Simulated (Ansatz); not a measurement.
Rows from a G0W0 calculation on SnSeS (1T monolayer) (Ansatz 0.2.0; G0W0 on PBEsol, plane waves, PAW; PAW set soft_1; 6×6×1 mesh, 206 empty bands, screening to 41 eV, PAW set soft_1 files), in eV. Spin-orbit coupling is left out.

| row | k | band | start | Σx | Σc at the solution | Vxc |
| --- | --- | --- | --- | --- | --- | --- |
| A | (0.000, -0.500, 0.000) | c2 | -1.960 | -7.713 | -3.616 | -12.211 |
| B | Γ | c1 | -4.263 | -11.028 | -2.811 | -14.799 |
| C | (0.000, -0.500, 0.000) | v1 | -6.573 | -17.740 | 2.032 | -15.475 |
| D | (0.000, -0.500, 0.000) | c1 | -5.205 | -10.632 | -2.596 | -14.146 |
| E | Γ | v1 | -6.078 | -17.748 | 1.801 | -15.778 |
| F | Γ | c2 | -2.813 | -8.314 | -3.525 | -12.758 |

Question: Give the quasiparticle energies and the shift of each level.

The quasiparticle equation reads E = start + Σx + Σc(E) − Vxc.

| row | E (eV) | shift (eV) |
| --- | --- | --- |
| A | -1.077 | +0.882 |
| B | -3.304 | +0.959 |
| C | -6.806 | −0.233 |
| D | -4.288 | +0.918 |
| E | -6.247 | −0.169 |
| F | -1.893 | +0.919 |

Limits: not at the basis limit; coarse mesh for a sheet; no spin-orbit coupling.

[Runs of the session that timed out or met a known fault of the program may be left out.]

[Cells called generated may have been cut or substituted from an entry of the Crystallography Open Database or the Materials Project.]

[Hosts, paths, dates, database ids (printed as entryN), source tags and the programs' standing remarks are cut or masked in the printed files.]
